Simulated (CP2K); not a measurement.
Two runs for the C K edge of 2-ethynylpyridine. Run A: CP2K XAS_TDP, all-electron GAPW, PBEh(45%), aug-cc-pVDZ, TDA, no relativity. Run B differs in one setting.

First lines with a strength over 0.0015. A:

| atom | energy (eV) | states | strength, one atom |
| --- | --- | --- | --- |
| C1 (bonded to C and H) | 281.32 | 1 | 0.0421 |
|  | 282.21 | 1 | 0.0483 |
|  | 284.50 | 1 | 0.0058 |
|  | 285.12 | 1 | 0.0047 |
|  | 285.66 | 1 | 0.0026 |
| C2 (bonded to 2 C) | 281.60 | 1 | 0.0269 |
|  | 282.12 | 1 | 0.0529 |
|  | 283.91 | 1 | 0.0025 |
|  | 284.64 | 1 | 0.0274 |
|  | 286.68 | 1 | 0.0024 |
| C3 (bonded to 2 C and N) | 282.13 | 1 | 0.0493 |
|  | 286.15 | 1 | 0.0028 |
|  | 287.10 | 1 | 0.0017 |
|  | 287.17 | 1 | 0.0097 |
|  | 288.30 | 1 | 0.0047 |
| C4 (bonded to 2 C and H) | 281.28 | 1 | 0.0514 |
|  | 284.64 | 1 | 0.0113 |
|  | 285.67 | 1 | 0.0032 |
|  | 286.27 | 1 | 0.0043 |
|  | 286.29 | 1 | 0.0036 |
| C5 (bonded to 2 C and H) | 281.19 | 1 | 0.0541 |
|  | 284.68 | 1 | 0.0119 |
|  | 286.05 | 1 | 0.0030 |
|  | 286.45 | 1 | 0.0045 |
|  | 286.54 | 1 | 0.0021 |
| C6 (bonded to 2 C and H) | 281.22 | 1 | 0.0485 |
|  | 284.43 | 1 | 0.0117 |
|  | 285.55 | 1 | 0.0015 |
|  | 285.81 | 1 | 0.0019 |
|  | 286.07 | 1 | 0.0083 |

B:

| atom | energy (eV) | states | strength, one atom |
| --- | --- | --- | --- |
| C1 (bonded to C and H) | 275.40 | 1 | 0.0274 |
|  | 276.72 | 1 | 0.0366 |
|  | 278.23 | 1 | 0.0026 |
|  | 278.68 | 1 | 0.0060 |
|  | 278.83 | 1 | 0.0017 |
| C2 (bonded to 2 C) | 275.49 | 1 | 0.0114 |
|  | 276.70 | 1 | 0.0431 |
|  | 278.30 | 1 | 0.0310 |
|  | 279.76 | 1 | 0.0016 |
|  | 281.40 | 1 | 0.0054 |
| C3 (bonded to 2 C and N) | 276.45 | 1 | 0.0343 |
|  | 280.35 | 1 | 0.0068 |
|  | 281.70 | 1 | 0.0030 |
|  | 281.92 | 1 | 0.0015 |
|  | 282.10 | 1 | 0.0132 |
| C4 (bonded to 2 C and H) | 275.62 | 1 | 0.0373 |
|  | 276.07 | 1 | 0.0021 |
|  | 278.04 | 1 | 0.0043 |
|  | 278.70 | 1 | 0.0021 |
|  | 279.42 | 1 | 0.0036 |
| C5 (bonded to 2 C and H) | 275.61 | 1 | 0.0390 |
|  | 276.55 | 1 | 0.0016 |
|  | 278.13 | 1 | 0.0053 |
|  | 279.09 | 1 | 0.0017 |
|  | 279.64 | 1 | 0.0054 |
| C6 (bonded to 2 C and H) | 275.46 | 1 | 0.0332 |
|  | 276.32 | 1 | 0.0015 |
|  | 277.89 | 1 | 0.0051 |
|  | 279.22 | 1 | 0.0121 |
|  | 279.46 | 1 | 0.0016 |

**Question.** Which was it: the functional, the basis, scalar relativity switched on, GW2X switched on?

The functional (functional from PBEh(45%) to PBE0; the lines alone don't name the new value). A functional moves all lines by electronvolts and changes their spacings and strengths. Against PBEh(45%) in aug-cc-pVDZ, the leading lines move by -5.92 eV (C1, to 275.40), -5.68 eV (C3, to 276.45), -5.66 eV (C4, to 275.62), -5.58 eV (C5, to 275.61) and -5.76 eV (C6, to 275.46); the strength of C1's goes from 0.0421 to 0.0274. For C2 the rule picks another line of the list in the two runs, so no shift is given. The next line of C1 over the strength cut lies 1.32 eV higher, against 0.89.

[Hosts, paths, dates, database ids (printed as entryN), source tags and the programs' standing remarks are cut or masked in the printed files.]
